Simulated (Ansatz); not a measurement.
# (NaCl)2(LiBr)2 [001] superlattice, started as rocksalt type: phonons and vibrational spectra

Wanted: phonon frequencies of (NaCl)2(LiBr)2 [001] superlattice, started as rocksalt type and what follows from them.

Program: Ansatz 0.2.0. Level of theory: DFT PBEsol, scalar-relativistic, plane waves, PAW. Results are calculated unless marked as measured.

The structure was built from a prototype and need not be the compound's stable phase.

## 1. Starting point

It takes space group P4/nmm (No. 129, tetragonal). The conventional cell has a = 3.939 Å, b = 3.939 Å, c = 11.140 Å, α = 90.00°, β = 90.00°, γ = 90.00°. Nearest to Br lie 5 Li at 2.79 Å and 1 Na at 2.79 Å. Cl has 5 Na at 2.79 Å and 1 Li at 2.79 Å nearest. Li has 5 Br at 2.79 Å and 1 Cl at 2.79 Å nearest. Nearest to Na lie 5 Cl at 2.79 Å and 1 Br at 2.79 Å. Farther neighbours and most contacts between anions are not listed.

## 2. Relaxation

The cell and atoms are relaxed, since residual forces and stress would shift the frequencies.

File input.yaml:

```yaml
crystal:
  lattice:
    - [2.785, 2.785, 0.0]
    - [-2.785, 2.785, 0.0]
    - [0.0, 0.0, 11.14]
  atoms:
    - { symbol: Br, position: [0.5, 0.5, 0.5] }
    - { symbol: Br, position: [0.0, 0.0, 0.75] }
    - { symbol: Cl, position: [0.5, 0.5, 0.0] }
    - { symbol: Cl, position: [0.0, 0.0, 0.25] }
    - { symbol: Li, position: [0.0, 0.0, 0.5] }
    - { symbol: Li, position: [0.5, 0.5, 0.75] }
    - { symbol: Na, position: [0.0, 0.0, 0.0] }
    - { symbol: Na, position: [0.5, 0.5, 0.25] }
kpoints:
  mp_grid: { grid: [6, 6, 2] }
hamiltonian:
  xc: pbesol
scf:
  occupations: { method: gaussian, width: 0.02 }
output:
  forces: true
  stress: true
  eigenvalues: true
relax:
  adjacent_minimum: "off"
  f_tol: 0.005
  max_steps: 80
  cell: { stress_tol: 0.05 }
```

The run is started by

```console
> ansatz run input.yaml --threads 4 --pin off --max-ram 14336MiB --backend cpu --events-out ev --progress --plain --runs-dir out
```

Numbers of over 12 decimals in the logs are rounded to 6 here.

The log of the run:

```text
Engine: ansatz 0.2.0, x86_64-unknown-linux-gnu
Pseudopotentials: kind: paw
Pseudopotential: Br, paw, valence charge 7, recommended cutoff 420 eV (normal), Br.paw.azcp
Pseudopotential: Cl, paw, valence charge 7, recommended cutoff 420 eV (normal), Cl.paw.azcp
Pseudopotential: Li, paw, valence charge 3, recommended cutoff 420 eV (normal), Li.paw.azcp
Pseudopotential: Na, paw, valence charge 9, recommended cutoff 420 eV (normal), Na.paw.azcp
Functional definition: PBEsol
  exchange = pbesol_x
  correlation = pbesol_c
Crystal: 8 atoms, lattice volume = 172.809 Å³
Basis set: ecut = 420 eV, 3413 PW (Γ), exchange–correlation on 54×54×150 points (8 copies of the dense FFT grid, shifted against one another)
Bands: 34, of which v1, the nominal top of the filled ones, is band 26 counted from 1 (25 counted from 0)
Symmetry: 16 space group operations
Space group: P4/nmm (ITA 129), of the structure as read, at distance tolerance 5.6e-5 Å
k-points: 20 of 72
Non-local potential: Br, projectors of the file, l = 0: 2, l = 1: 2, l = 2: 2
Non-local potential: Cl, projectors of the file, l = 0: 2, l = 1: 2, l = 2: 2
Non-local potential: Li, projectors of the file, l = 0: 3, l = 1: 2, l = 2: 1
Non-local potential: Na, projectors of the file, l = 0: 3, l = 1: 2, l = 2: 1
PAW form: soft (Blöchl's): semilocal exchange-correlation on the pseudo side does not see the compensation charge
PAW frozen core: Br, regenerated for the run's functional, and the local potential with it (the file was generated under x = pbe(κ = 0.804, μ = 0.219515), c = pbe(β = 0.066725))
PAW frozen core: Cl, regenerated for the run's functional, and the local potential with it (the file was generated under x = pbe(κ = 0.804, μ = 0.219515), c = pbe(β = 0.066725))
PAW frozen core: Na, regenerated for the run's functional, and the local potential with it (the file was generated under x = pbe(κ = 0.804, μ = 0.219515), c = pbe(β = 0.066725))
PAW one-centre angular grid: Br, 110 points (default); XC on 64 Gauss nodes
PAW one-centre angular grid: Cl, 110 points (default); XC on 64 Gauss nodes
PAW one-centre angular grid: Li, 110 points (default); XC on 64 Gauss nodes
PAW one-centre angular grid: Na, 110 points (default); XC on 64 Gauss nodes
Initial density: superposition of atomic densities (neutral atoms: chi_scale 0, normalization atom), corrected by the library's trained network
Initial wavefunctions: pseudopotential atomic-orbital guess
Functional: x = pbesol(κ = 0.804, μ = 0.123457), c = pbesol(β = 0.046)
SCF iter   1: F=—  HF=-10965.625032 eV  |F-HF|=—  |Δ(HF+E_count)|=         —  Δρ=3.33e-3  dr2=3.14e-2  ethr=1.77e-3  ⟨swp⟩=8.8  Hψ=3430  notcnv=0
preconditioner: auto → Resta (q_TF=auto, 2.233 Å⁻¹)  ε∞=2.8  [insulator: Δε(μ)=4.794 eV  Ē_g=11.790 eV  σ=0.020 eV  W_gap=1.00  n_scr=26 (ndim 8)  ℏωp=16.0 eV  f_vac=0.000  D(μ)=0.00/eV (n_scr^D=0)  ε∞_Penn≈2.8]
SCF iter   2: F=—  HF=-10965.615338 eV  |F-HF|=—  |Δ(HF+E_count)|=   9.69e-3  Δρ=1.17e-3  dr2=4.05e-3  ethr=6.04e-5  ⟨swp⟩=2.6  Hψ=1239  notcnv=0  defer=68
SCF iter   3: F=—  HF=-10965.614419 eV  |F-HF|=—  |Δ(HF+E_count)|=   9.19e-4  Δρ=3.88e-4  dr2=3.34e-4  ethr=7.78e-6  ⟨swp⟩=2.1  Hψ=944  notcnv=0  defer=68
SCF iter   4: F=—  HF=-10965.614457 eV  |F-HF|=—  |Δ(HF+E_count)|=   3.81e-5  Δρ=6.99e-5  dr2=9.37e-6  ethr=6.42e-7  ⟨swp⟩=2.0  Hψ=831  notcnv=0  defer=68
SCF iter   5: F=—  HF=-10965.614555 eV  |F-HF|=—  |Δ(HF+E_count)|=   9.76e-5  Δρ=1.56e-5  dr2=3.39e-7  ethr=1.80e-8  ⟨swp⟩=2.0  Hψ=1094  notcnv=0  defer=68
SCF iter   6: F=-10965.614555 eV  HF=-10965.614555 eV  |F-HF|=5.63e-9  |Δ(HF+E_count)|=   3.21e-7  Δρ=2.93e-6  dr2=1.44e-8  ethr=1.92e-10  ⟨swp⟩=11.1  Hψ=3675  notcnv=0
SCF 1 converged in 6 iterations: F = -10965.614555 eV  dr2 = 1.44e-8
  greatest PAW one-centre occupation: 0.999 electrons in one spin orbital (limit 2), on the Na atom at site 7 (counted from 0), in its partial waves of l = 0
relax step   1: F+E_penalty+E_count = -10965.61455524 eV  Δ(F+E_penalty+E_count) = +0.000e0 eV  max|allowed force component| = 3.398e-1 eV/Å  Δτ_max = 0.0000 Å  P = -0.635 GPa  Ω = 172.809 Å³  (6 SCF iters, dr2 threshold 1.00e-7 eV, accepted)
Crystal: 8 atoms, lattice volume = 166.053 Å³
Basis set: ecut = 420 eV, 3309 PW (Γ), exchange–correlation on 54×54×150 points (8 copies of the dense FFT grid, shifted against one another)
Initial density: handed on by an earlier stage of this run
Initial wavefunctions: those handed on with the density
iter 1 solved again at ethr=8.15e-5 eV; its pass at ethr=3.10e-3 eV (dr2=4.24e-2 eV) is discarded
SCF iter   1: F=—  HF=-10965.638818 eV  |F-HF|=—  |Δ(HF+E_count)|=         —  Δρ=4.81e-3  dr2=4.32e-2  ethr=8.15e-5  ⟨swp⟩=2.1  Hψ=3559  notcnv=0
preconditioner: auto → Resta (q_TF=auto, 2.248 Å⁻¹)  ε∞=2.9  [insulator: Δε(μ)=4.242 eV  Ē_g=11.971 eV  σ=0.020 eV  W_gap=1.00  n_scr=26 (ndim 8)  ℏωp=16.3 eV  f_vac=0.000  D(μ)=0.00/eV (n_scr^D=0)  ε∞_Penn≈2.9]
SCF iter   2: F=—  HF=-10965.629304 eV  |F-HF|=—  |Δ(HF+E_count)|=   9.51e-3  Δρ=2.30e-3  dr2=7.60e-3  ethr=8.15e-5  ⟨swp⟩=2.3  Hψ=1036  notcnv=0
SCF iter   3: F=—  HF=-10965.628292 eV  |F-HF|=—  |Δ(HF+E_count)|=   1.01e-3  Δρ=5.44e-4  dr2=6.07e-4  ethr=1.46e-5  ⟨swp⟩=2.2  Hψ=1052  notcnv=0
SCF iter   4: F=—  HF=-10965.628401 eV  |F-HF|=—  |Δ(HF+E_count)|=   1.09e-4  Δρ=8.67e-5  dr2=1.30e-5  ethr=1.17e-6  ⟨swp⟩=2.8  Hψ=1175  notcnv=0
SCF iter   5: F=—  HF=-10965.628405 eV  |F-HF|=—  |Δ(HF+E_count)|=   4.07e-6  Δρ=3.13e-5  dr2=1.16e-6  ethr=2.50e-8  ⟨swp⟩=2.0  Hψ=1169  notcnv=0
SCF iter   6: F=-10965.628405 eV  HF=-10965.628405 eV  |F-HF|=1.26e-8  |Δ(HF+E_count)|=   1.06e-7  Δρ=5.38e-6  dr2=4.32e-8  ethr=1.54e-9  ⟨swp⟩=6.9  Hψ=2724  notcnv=0
SCF 2 converged in 6 iterations: F = -10965.628405 eV  dr2 = 4.32e-8
  greatest PAW one-centre occupation: 0.999 electrons in one spin orbital (limit 2), on the Li atom at site 5 (counted from 0), in its partial waves of l = 0
relax step   2: F+E_penalty+E_count = -10965.62840506 eV  Δ(F+E_penalty+E_count) = -1.385e-2 eV  max|allowed force component| = 4.576e-1 eV/Å  Δτ_max = 0.1845 Å  P = +0.261 GPa  Ω = 166.053 Å³  energy of the carried Pulay correction = +3.045e-4 eV  (6 SCF iters, dr2 threshold 8.00e-7 eV, accepted)
Crystal: 8 atoms, lattice volume = 168.207 Å³
Basis set: ecut = 420 eV, 3325 PW (Γ), exchange–correlation on 54×54×150 points (8 copies of the dense FFT grid, shifted against one another)
iter 1 solved again at ethr=1.17e-4 eV; its pass at ethr=3.10e-3 eV (dr2=6.08e-2 eV) is discarded
SCF iter   1: F=—  HF=-10965.693754 eV  |F-HF|=—  |Δ(HF+E_count)|=         —  Δρ=5.24e-3  dr2=6.08e-2  ethr=1.17e-4  ⟨swp⟩=2.1  Hψ=3456  notcnv=0
preconditioner: auto → Resta (q_TF=auto, 2.243 Å⁻¹)  ε∞=2.8  [insulator: Δε(μ)=4.484 eV  Ē_g=11.987 eV  σ=0.020 eV  W_gap=1.00  n_scr=26 (ndim 8)  ℏωp=16.2 eV  f_vac=0.001  D(μ)=0.00/eV (n_scr^D=0)  ε∞_Penn≈2.8]
SCF iter   2: F=—  HF=-10965.677634 eV  |F-HF|=—  |Δ(HF+E_count)|=   1.61e-2  Δρ=2.51e-3  dr2=9.95e-3  ethr=1.17e-4  ⟨swp⟩=2.2  Hψ=1038  notcnv=0
SCF iter   3: F=—  HF=-10965.674974 eV  |F-HF|=—  |Δ(HF+E_count)|=   2.66e-3  Δρ=4.19e-4  dr2=2.78e-4  ethr=1.91e-5  ⟨swp⟩=2.5  Hψ=1293  notcnv=0
SCF iter   4: F=—  HF=-10965.674747 eV  |F-HF|=—  |Δ(HF+E_count)|=   2.27e-4  Δρ=6.90e-5  dr2=1.01e-5  ethr=5.35e-7  ⟨swp⟩=2.2  Hψ=1059  notcnv=0
SCF iter   5: F=-10965.674749 eV  HF=-10965.674749 eV  |F-HF|=3.77e-8  |Δ(HF+E_count)|=   2.02e-6  Δρ=1.57e-5  dr2=3.41e-7  ethr=1.54e-9  ⟨swp⟩=8.6  Hψ=3333  notcnv=0
SCF 3 converged in 5 iterations: F = -10965.674749 eV  dr2 = 3.41e-7
relax step   3: F+E_penalty+E_count = -10965.67474892 eV  Δ(F+E_penalty+E_count) = -4.634e-2 eV  max|allowed force component| = 6.658e-2 eV/Å  Δτ_max = 0.1269 Å  P = -0.132 GPa  Ω = 168.207 Å³  energy of the carried Pulay correction = +2.061e-4 eV  (5 SCF iters, dr2 threshold 8.00e-7 eV, accepted)
[...]
relax step   4: F+E_penalty+E_count = -10965.67869733 eV  Δ(F+E_penalty+E_count) = -3.948e-3 eV  max|allowed force component| = 1.183e-2 eV/Å  Δτ_max = 0.0245 Å  P = -0.078 GPa  Ω = 167.979 Å³  energy of the carried Pulay correction = +2.164e-4 eV  (5 SCF iters, dr2 threshold 2.77e-7 eV, accepted)
[...]
relax step   5: F+E_penalty+E_count = -10965.67890330 eV  Δ(F+E_penalty+E_count) = -2.060e-4 eV  max|allowed force component| = 6.753e-3 eV/Å  Δτ_max = 0.0025 Å  P = -0.022 GPa  Ω = 167.629 Å³  energy of the carried Pulay correction = +2.324e-4 eV  (5 SCF iters, dr2 threshold 1.59e-8 eV, accepted)
[...]
relax step   6: F+E_penalty+E_count = -10965.67895839 eV  Δ(F+E_penalty+E_count) = -5.508e-5 eV  max|allowed force component| = 1.700e-3 eV/Å  Δτ_max = 0.0035 Å  P = -0.001 GPa  Ω = 167.494 Å³  energy of the carried Pulay correction = +2.385e-4 eV  (5 SCF iters, dr2 threshold 2.85e-9 eV, accepted)
Initial wavefunctions: pseudopotential atomic-orbital guess (no wavefunctions were taken with the density)
iter 1 solved again at ethr=8.39e-7 eV; its pass at ethr=3.10e-3 eV (dr2=4.36e-4 eV) is discarded
SCF iter   1: F=—  HF=-10965.678801 eV  |F-HF|=—  |Δ(HF+E_count)|=         —  Δρ=1.62e-5  dr2=9.47e-8  ethr=8.39e-7  ⟨swp⟩=3.2  Hψ=5001  notcnv=0
eigensolver tolerance schedule: the retry pair's looser diagonalisation over-reported the residual by 4606.31 of it (diagonalisation noise at an unbounded share of the residual, at the tolerance the schedule requests for it); recorded, not acted on — ethr = c·dr2/N_el stays at c = 1.0e-1
preconditioner: auto → Resta (q_TF=auto, 2.245 Å⁻¹)  ε∞=2.8  [insulator: Δε(μ)=4.593 eV  Ē_g=12.003 eV  σ=0.020 eV  W_gap=1.00  n_scr=26 (ndim 8)  ℏωp=16.2 eV  f_vac=0.001  D(μ)=0.00/eV (n_scr^D=0)  ε∞_Penn≈2.8]
SCF iter   2: F=—  HF=-10965.678687 eV  |F-HF|=—  |Δ(HF+E_count)|=   1.14e-4  Δρ=8.64e-6  dr2=3.27e-8  ethr=1.82e-10  ⟨swp⟩=3.5  Hψ=1615  notcnv=0
SCF iter   3: F=—  HF=-10965.678687 eV  |F-HF|=—  |Δ(HF+E_count)|=   4.22e-8  Δρ=3.95e-6  dr2=4.82e-9  ethr=6.29e-11  ⟨swp⟩=2.0  Hψ=1042  notcnv=0
SCF iter   4: F=—  HF=-10965.678687 eV  |F-HF|=—  |Δ(HF+E_count)|=   1.45e-8  Δρ=5.59e-7  dr2=1.41e-10  ethr=9.26e-12  ⟨swp⟩=2.0  Hψ=958  notcnv=0
SCF iter   5: F=-10965.678687 eV  HF=-10965.678687 eV  |F-HF|=3.64e-12  |Δ(HF+E_count)|=  2.33e-10  Δρ=9.40e-8  dr2=9.96e-12  ethr=1.00e-12  ⟨swp⟩=5.8  Hψ=2646  notcnv=0
SCF 7 converged in 5 iterations: F = -10965.678687 eV  dr2 = 9.96e-12
relax step   7: F+E_penalty+E_count = -10965.67868714 eV  Δ(F+E_penalty+E_count) = +2.712e-4 eV  max|allowed force component| = 1.690e-3 eV/Å  Δτ_max = 0.0000 Å  P = +0.001 GPa  Ω = 167.494 Å³  stress off target by 3.69e-3 GPa  SCF on the basis re-selected at this cell (its energy is not comparable with the rows above)  (5 SCF iters)
basis re-selected at this cell: Δ(F+E_penalty+E_count) = +2.712e-4 eV, ΔP = +0.002 GPa vs the last step (what re-selecting the basis moved, of the pressure what is left beyond the Pulay correction that the steps carried, after the strain that the cell walked since its last selection, with what the two solves' SCF thresholds leave and, on support functions, any second-order correction that the steps lacked; it is no m [...]
SCF converged after 5 iterations
Free energy (F): -10965.678687 eV
Harris-Foulkes:  -10965.678687 eV  (|F-HF|=3.64e-12)
Internal energy: -10965.678687 eV  (E = F + TS)
E sigma→0 (E₀):  -10965.678687 eV
Fermi energy:    4.365175 eV
--- Per-component energies (eV) ---
  E_band       = -658.589970
  E_kinetic    = 876.936446
  E_local      = -4052.023087  (includes V_loc(G=0)·N_el)
  E_nonlocal   = 364.714925
  E_hartree    = 1426.116124
  E_xc         = -835.948777
  E_vxc        = -581.088429  (∫ρ·V_xc dr)
  E_paw        = -6235.450273  (= ΣΔE_a)
  E_vpaw       = -119.362262  (= ΣTr[D̂ρ^β])
  E_aug_tail   = 0.000114  (compensation charges beyond the density's cutoff)
  E_ewald      = -2510.474951
  E_core_change = 0.450792  (= ΣΔE_core)
  E_smearing   = -0.000000  (= −TS)
  E_closure    = 0.000000  (closes the sum)
  Σ components = -10965.678687   (vs F -10965.678687, Δ=0.00e0)
--- Forces (eV/Å), atoms counted from 1 ---
  atom   1  Br     0.00000000     0.00000000    -0.00139508
  atom   2  Br     0.00000000     0.00000000     0.00139508
  atom   3  Cl     0.00000000     0.00000000    -0.00159999
  atom   4  Cl     0.00000000     0.00000000     0.00159999
  atom   5  Li     0.00000000     0.00000000    -0.00060314
  atom   6  Li     0.00000000     0.00000000     0.00060314
  atom   7  Na    -0.00000000     0.00000000    -0.00168974
  atom   8  Na    -0.00000000     0.00000000     0.00168974
  max |Σ_I F_I| component: 2.17e-19 eV/Å
--- Stress (GPa, compression-positive) ---
        0.002838       0.000000       0.000000
        0.000000       0.002838       0.000000
        0.000000       0.000000      -0.003695
  P = ⅓ Tr σ = 0.0007 GPa (0.007 kbar)
--- Band table (eV; the first three rows and the last of 20) ---
  k-point 0: bands = [... 22 lower, 1.3648, 1.8476, 2.0421, 2.0421, 6.6617, 8.5659, 8.9098, 8.9790, ... 4 higher]
  k-point 1: bands = [... 22 lower, 1.4275, 1.5616, 2.0221, 2.0221, 7.2178, 7.6518, 8.8371, 9.0687, ... 4 higher]
  k-point 2: bands = [... 22 lower, 1.4545, 1.6306, 1.8466, 2.0621, 7.2939, 8.8404, 8.8658, 8.9487, ... 4 higher]
  k-point 19: bands = [... 22 lower, 0.7932, 0.7932, 1.1144, 1.1144, 9.0729, 9.0729, 9.2808, 9.2808, ... 4 higher]
--- Relaxed structure (6 steps of the walk, 6 accepted, 1 SCFs on fresh bases) ---
  F+E_penalty+E_count = -10965.67868714 eV   max|allowed force component| = 1.690e-3 eV/Å   (the final SCF, on the basis selected at the relaxed cell)
  cell:  # Å, volume = 167.4938 Å³
    - [2.758669, 2.758669, 0.0]
    - [-2.758669, 2.758669, 0.0]
    - [0.0, 0.0, 11.004485]
  atoms:
    - { symbol: Br, position: [0.5, 0.5, 0.506963] }
    - { symbol: Br, position: [0, 0, 0.743037] }
    - { symbol: Cl, position: [0.5, 0.5, -0.00739319] }
    - { symbol: Cl, position: [0, 0, 0.257393] }
    - { symbol: Li, position: [0, 0, 0.497405] }
    - { symbol: Li, position: [0.5, 0.5, 0.752595] }
    - { symbol: Na, position: [0, 0, 0.00246591] }
    - { symbol: Na, position: [0.5, 0.5, 0.247534] }
```

Elapsed: 7.6 s, on 4 threads of AMD EPYC 9R14 (Zen 4), shared host; peak memory 0.61 GiB.

The steps of the relaxation:

```tsv
step	energy less that of the first step (eV)	largest force component (eV/Å)	pressure (GPa)	volume (Å³)
1	0.0000	0.3398	-0.64	172.81
2	-0.0138	0.4576	0.26	166.05
3	-0.0602	0.0666	-0.13	168.21
4	-0.0641	0.0118	-0.08	167.98
5	-0.0643	0.0068	-0.02	167.63
6	-0.0644	0.0017	0.00	167.49
7*	-0.0641	0.0017	0.00	167.49
```

Relaxation steps marked * repeat the geometry before them on a plane-wave basis chosen anew for their cell, so energy and pressure can jump there.

Forces are held to the 16 operations that the run works with; a distortion that breaks them can't arise in this run.

```tsv
conventional cell, symmetrised	before	after	change
a (Å)	3.939	3.901	-0.9 %
b (Å)	3.939	3.901	-0.9 %
c (Å)	11.140	11.004	-1.2 %
volume (Å³/atom)	21.60	20.94	-3.1 %
```

The atoms that moved most (Å, as changes of fractional coordinates times the final cell):

```tsv
atom	dx	dy	dz	length
Cl3	0.000	0.000	-0.081	0.081
Cl4	0.000	0.000	0.081	0.081
Br1	0.000	0.000	0.077	0.077
Br2	0.000	0.000	-0.077	0.077
Li5	0.000	0.000	-0.029	0.029
Li6	0.000	0.000	0.029	0.029
Na8	0.000	0.000	-0.027	0.027
Na7	0.000	0.000	0.027	0.027
```

Numbers from this step:

```yaml
pressure: 6.61e-4 GPa
gap_on_the_k_mesh: 4.593 eV
volume_per_atom: 20.94 Å³
direct_gap_on_mesh: 4.620 eV
```

In this step the volume went from 21.60 to 20.94 Å³/atom.

[end of part 1 of 3]

[Logs are printed without paths, hosts, clocks, repeated set-up lines and the standing remarks that a program may print on its own settings, such as how far it seeks lower states.]

[Hosts, paths, dates, database ids (printed as entryN), source tags and the programs' standing remarks are cut or masked in the printed files.]
